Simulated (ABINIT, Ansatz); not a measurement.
# ZrZnF6 (Fm-3m): changed settings of a GW run in ABINIT, part 2 of 2

A base run on ZrZnF6 (Fm-3m), then changed inputs.

ABINIT 10.8.3; PBEsol and many-body steps on it, plane waves. Known limits of the many-body steps: not at the basis limit; d shell near the gap, gap tends to lie low; no spin-orbit coupling; coarse k mesh.

So far. Step 2 (Screening, 2×2×2 mesh, 123 bands, screening to 114.3 eV): Local fields lower ε∞ by 7 %. On a Γ-centred mesh this coarse the value itself is usually too large, while a short band sum pulls it down. Step 3 (Base): The gap on the mesh goes from 6.31 eV to 11.15 eV, a correction of +4.84 eV.

### Step 5. A keyword of another program

Level of this step: G0W0 on PBEsol, plane waves, norm-conserving pseudopotentials (ABINIT).

run.abi

```
acell 3*1.0 Angstrom
rprim 
  -0.000000000000 4.028896100000 4.028896100000
  4.028896100000 -0.000000000000 4.028896100000
  4.028896100000 4.028896100000 -0.000000000000
ntypat 3
znucl 40 30 9
natom 8
typat 1 2 3 3 3 3 3 3
xred 
  0.000000000000 0.000000000000 0.000000000000
  0.500000000000 0.500000000000 0.500000000000
  0.750139860000 0.249860140000 0.249860140000
  0.249860140000 0.750139860000 0.750139860000
  0.249860140000 0.750139860000 0.249860140000
  0.750139860000 0.249860140000 0.750139860000
  0.249860140000 0.249860140000 0.750139860000
  0.750139860000 0.750139860000 0.249860140000
pp_dirpath "pseudos"
pseudos "Zr.upf, Zn.upf, F.upf"
ecut 38
ngkpt 2 2 2
nshiftk 1
shiftk 0 0 0
kptopt 1
chksymbreak 0
istwfk *1
occopt 1
irdwfk 1
optdriver 4
nband 123
gwcalctyp 0
ecutsigx 38
symsigma 1
nkptgw 2
kptgw 
  0.5000000000 0.0000000000 0.0000000000
  0.0000000000 0.0000000000 0.0000000000
bdgw 
  36 40
  35 40
ecuteps 4.2
irdscr 1
ppmodel 1
nomega 100
indata_prefix "in"
outdata_prefix "out"
tmpdata_prefix "tmp"
```

Launch:

```sh
$ OMP_NUM_THREADS=1 mpirun -n 4 abinit run.abi > log
```

Log:

```text
.Version 10.8.3 of ABINIT. v10.8.2 released Aug 2026.

 Symmetries : space group Fm -3 m (#225); Bravais cF (face-center cubic)
================================================================================
 Values of the parameters that define the memory need of the present run
     intxc =       0    ionmov =       0      iscf =       7    lmnmax =       6
     lnmax =       6     mgfft =      60  mpssoang =       3    mqgrid =    3001
     natom =       8  nloc_mem =       1    nspden =       1   nspinor =       1
    nsppol =       1      nsym =      48    n1xccc =    2501    ntypat =       3
    occopt =       1   xclevel =       2
-    mband =         123        mffmem =           1         mkmem =           1
       mpw =        9922          nfft =      216000          nkpt =           3
================================================================================
  Rough estimation (10% accuracy) of disk space for files :
================================================================================

--------------------------------------------------------------------------------
------------- Echo of variables that govern the present computation ------------
--------------------------------------------------------------------------------
 -outvars: echo values of preprocessed input variables --------
            acell      1.8897261259E+00  1.8897261259E+00  1.8897261259E+00 Bohr

             bdgw          36      40      35      40
      chksymbreak           0
             ecut      3.80000000E+01 Hartree
          ecuteps      4.20000000E+00 Hartree
         ecutsigx      3.80000000E+01 Hartree
          ecutwfn      3.80000000E+01 Hartree
-          fftalg         312
           irdscr           1
           irdwfk           1

[...]
npwsigx        9841
           npwwfn        9841
             nsym          48
           ntypat           3
              occ      2.000000  2.000000  2.000000  2.000000  2.000000  2.000000
                       2.000000  2.000000  2.000000  2.000000  2.000000  2.000000
                       2.000000  2.000000  2.000000  2.000000  2.000000  2.000000
                       2.000000  2.000000  2.000000  2.000000  2.000000  2.000000
[...]
0.000000  0.000000  0.000000  0.000000  0.000000  0.000000
   [... 10 further rows ...]
                       0.000000  0.000000  0.000000  0.000000  0.000000  0.000000
[...]
optdriver           4
            rprim     -0.0000000000E+00  4.0288961000E+00  4.0288961000E+00
[...]
spgroup         225

             xred      0.0000000000E+00  0.0000000000E+00  0.0000000000E+00
[...]
2.4986014000E-01  2.4986014000E-01  7.5013986000E-01
                       7.5013986000E-01  7.5013986000E-01  2.4986014000E-01
            znucl       40.00000   30.00000    9.00000

================================================================================

 chkinp: Checking input parameters for consistency.

--- !ERROR
message: |
    Found token: `NOMEGA` in the input file.
    This name is not one of the registered input variable names (see
    Action: check your input file. Perhaps you mistyped the input variable,
    or specified "img", although this was not permitted for this input variable.

--- !ERROR
message: |
    Found token: `NOMEGA` in the input file.
    This name is not one of the registered input variable names (see
    Action: check your input file. Perhaps you mistyped the input variable,
    or specified "img", although this was not permitted for this input variable.

--- from the log ---
Found token: `NOMEGA` in the input file.
    This name is not one of the registered input variable names (see
    Action: check your input file. Perhaps you mistyped the input variable,
    or specified "img", although this was not permitted for this input variable.
```

Run time: 0.71 s. Hardware: 4 MPI ranks of Arm Neoverse V2, shared host; peak memory 0.05 GiB; 2 s of CPU time.

The run stopped with an error after 0.71 s.

The program's words: Found token: `NOMEGA` in the input file. This name is not one of the registered input variable names (see Action: check your input file. Perhaps you mistyped the input variable, or specified "img", although this was not permitted for this input variable.

The fault put into this input: a keyword of another program.

### Step 6. Side by side

Times are wall times on 4 MPI ranks of Arm Neoverse V2, shared host, good to a factor of about two. A run's time includes the screening step that it read.

```csv
run,mesh,bands,screening cutoff (eV),DFT gap (eV),gap on the mesh (eV),direct (eV),ε∞ used,time
base,2×2×2,123,114.3,6.313,11.149,11.149,2.16,43 s
fewer bands in the self-energy,2×2×2,57,114.3,6.313,11.602,11.602,2.16,40 s
```

### Step 7. Results

| Property | Result |
| --- | --- |
| base | 11.149 eV |
| fewer bands in the self-energy | 11.602 eV |
| known limits | not at the basis limit; d shell near the gap, gap tends to lie low; no spin-orbit coupling; coarse k mesh |

**Reading.** Fewer bands in the self-energy: +0.453 eV against base (keys changed: nband). Bands and cutoff are finite, so the gap is not at the basis limit. The miss can reach some tenths of an eV and take either sign; the mesh is an error of its own. In the first G0W0 run levels were corrected at 2 k points alone, so a gap called «on the mesh» is the least over those, and an edge elsewhere would be missed. The 2×2×2 mesh is coarse for this cell, which bears on the long-range parts of exchange and screening. A d shell, filled or nearly so, lies near the gap. One-shot GW converges very slowly in bands there, not always from below, and on a semilocal start the gap tends to come out low; starts rich in exact exchange can overshoot instead. The many-body steps are scalar-relativistic: spin-orbit coupling is not in them.

[Paths, hosts, dates, memory and timing lines, banners, echoed tables and standing remarks are left out of the program output.]

[Logs are printed without paths, hosts, clocks, repeated set-up lines and the standing remarks that a program may print on its own settings, such as how far it seeks lower states.]

[Runs of the session that timed out or met a known fault of the program may be left out.]

[No measured gap is set beside runs whose start may be inverted or whose files or cutoffs have a known fault.]

[Hosts, paths, dates, database ids (printed as entryN), source tags and the programs' standing remarks are cut or masked in the printed files.]

[G0W0 gaps are taken among the corrected bands and points alone; a level outside them can change the order at an edge.]

[Where Ansatz stands beside ABINIT at settings called matched, ABINIT's density can come from a denser mesh and the files from another edition; pairs whose starting gaps differed by over 0.03 eV were left out, so agreement reads better than it is.]
